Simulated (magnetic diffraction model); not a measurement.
## Which magnetic order? TbTi₂Co₂

Space group I4/mmm (no. 139), a = 4.0070 Å, c = 9.7670 Å.

| site | atom | x | y | z |
| --- | --- | --- | --- | --- |
| 2a | Tb | 0 | 0 | 0 |
| 4d | Co | 1/2 | 0 | 1/4 |
| 4e | Ti | 1/2 | 1/2 | 0.1307 |

The compound is invented for this exercise: a known structure type with other elements, its cell scaled to their sizes and not relaxed.

Only Tb and Co are taken to order (form factors of Tb3+ and Co2+); orders and moment sizes are assumed, and not adapted to the symmetry. Radiation: neutrons of λ = 1.909 Å, 8° to 100°; isotropic B of 0.13 Å² (Tb), 0.17 Å² (Co) and 0.18 Å² (Ti). The intensities are simulated: I ∝ L Σ (|F_N|² + |F_M⊥|²) for unpolarised neutrons, with F_M = 2.695 fm/μB × Σ f(s) S exp(2πi Q·r) exp(−B s²) at Q = H ± k (one set where k and −k are equivalent), only the part normal to Q counting and L = 1/(sin²θ cos θ). For collinear order S is the moment m, which repeats by lattice and centring translations R with the sign exp(−2πi k·R). Form factors are spin-only for 3d ions and dipole or tabulated for f ions, scattering lengths are Sears's of 1992, and absorption is left out. A label names one of the reflections at its angle. The strongest nuclear line in the range is 100, and lines under 0.2 are left out.

Above the ordering temperature:

```
2θ (°)    index      I
 22.54  (0 0 2)    2.5
 29.84  (1 0 1)  100.0
 39.37  (1 1 0)    4.1
 44.39  (1 0 3)    1.4
 45.84  (1 1 2)   51.7
 46.02  (0 0 4)   28.5
 56.90  (2 0 0)    3.3
 61.99  (2 0 2)    1.6
 62.13  (1 1 4)   16.1
 65.58  (2 1 1)   51.0
 65.86  (1 0 5)    2.1
 74.89  (2 1 3)    1.2
 76.09  (2 0 4)   52.6
 84.72  (2 2 0)    1.9
 85.10  (1 1 6)   15.0
 89.10  (2 2 2)    1.0
 92.32  (3 0 1)   17.1
 92.58  (2 1 5)    2.9
 92.83  (1 0 7)   20.7
 97.75  (3 1 0)    2.2
```

Below it (cell unchanged):

| 2θ (°) | I |
| --- | --- |
| 11.22 | 29.6 |
| 22.54 | 2.5 |
| 27.56 | 68.0 |
| 29.84 | 100.0 |
| 34.10 | 2.8 |
| 35.89 | 44.5 |
| 39.37 | 4.1 |
| 41.07 | 42.8 |
| 44.39 | 1.4 |
| 45.84 | 51.7 |
| 46.02 | 28.5 |
| 53.05 | 15.4 |
| 54.49 | 9.8 |
| 56.90 | 3.3 |
| 58.20 | 18.3 |
| 58.50 | 0.7 |
| 61.99 | 1.6 |
| 62.13 | 16.1 |
| 64.37 | 15.4 |
| 65.58 | 51.0 |
| 65.86 | 2.1 |
| 68.03 | 9.6 |
| 69.14 | 23.9 |
| 72.81 | 4.5 |
| 74.89 | 1.2 |
| 76.09 | 52.6 |
| 78.53 | 2.5 |
| 82.71 | 10.9 |
| 84.72 | 1.9 |
| 85.10 | 15.0 |
| 85.81 | 6.6 |
| 86.07 | 3.8 |
| 86.33 | 0.3 |
| 89.10 | 1.0 |
| 91.22 | 3.2 |
| 92.32 | 17.1 |
(The table stops after 36 lines; 7 more lie at higher angle.)

**Question.** Find the propagation vector, then choose among these models:
A. collinear moments along [101], 5 μB on Tb and 0.95 μB on Co; signs + at (0, 0, 0), + at (1/2, 0, 1/4), − at (0, 1/2, 1/4)
B. collinear moments along [010], 5 μB on Tb and 0.95 μB on Co; signs + at (0, 0, 0), − at (1/2, 0, 1/4), − at (0, 1/2, 1/4)
C. collinear moments along [010], 5 μB on Tb and 0.95 μB on Co; signs + at (0, 0, 0), + at (1/2, 0, 1/4), − at (0, 1/2, 1/4)
D. collinear moments along [101], 5 μB on Tb and 0.95 μB on Co; signs + at (0, 0, 0), − at (1/2, 0, 1/4), − at (0, 1/2, 1/4)

The new lines index as (0 0 1) at 11.22°, (1 0 0) at 27.56°, (0 0 3) at 34.10° and (1 0 2) at 35.89°, that is as H ± k with k = (0 0 1). The indices are whole but break the lattice centring, so the moments reverse under a centring translation, those with k·t a half-integer.

Magnetic intensity, observed (below minus above) and for each model:

| 2θ (°) | index | observed | A | B | C | D |
| --- | --- | --- | --- | --- | --- | --- |
| 11.22 | (0 0 1) | 29.6 | 29.6 | 234.5 | 205.5 | 33.8 |
| 27.56 | (1 0 0) | 68.0 | 68.0 | 30.9 | 12.7 | 57.4 |
| 34.10 | (0 0 3) | 2.8 | 2.8 | 21.4 | 19.1 | 3.1 |
| 35.89 | (1 0 2) | 44.5 | 44.5 | 47.6 | 67.3 | 41.6 |
| 41.07 | (1 1 1) | 42.8 | 42.8 | 29.6 | 26.6 | 47.6 |
| 54.49 | (1 0 4) | 9.8 | 9.8 | 21.0 | 21.0 | 8.7 |
| 58.20 | (2 0 1) | 18.3 | 18.3 | 11.6 | 10.6 | 20.0 |
| 69.14 | (2 1 2) | 23.9 | 23.9 | 14.5 | 11.8 | 21.6 |

Model A matches.

The structure used: k = (0 0 1), collinear moments along [101], 5 μB on Tb and 0.95 μB on Co; signs + at (0, 0, 0), + at (1/2, 0, 1/4), − at (0, 1/2, 1/4).

[Logs are printed without paths, hosts, clocks, repeated set-up lines and the standing remarks that a program may print on its own settings, such as how far it seeks lower states.]
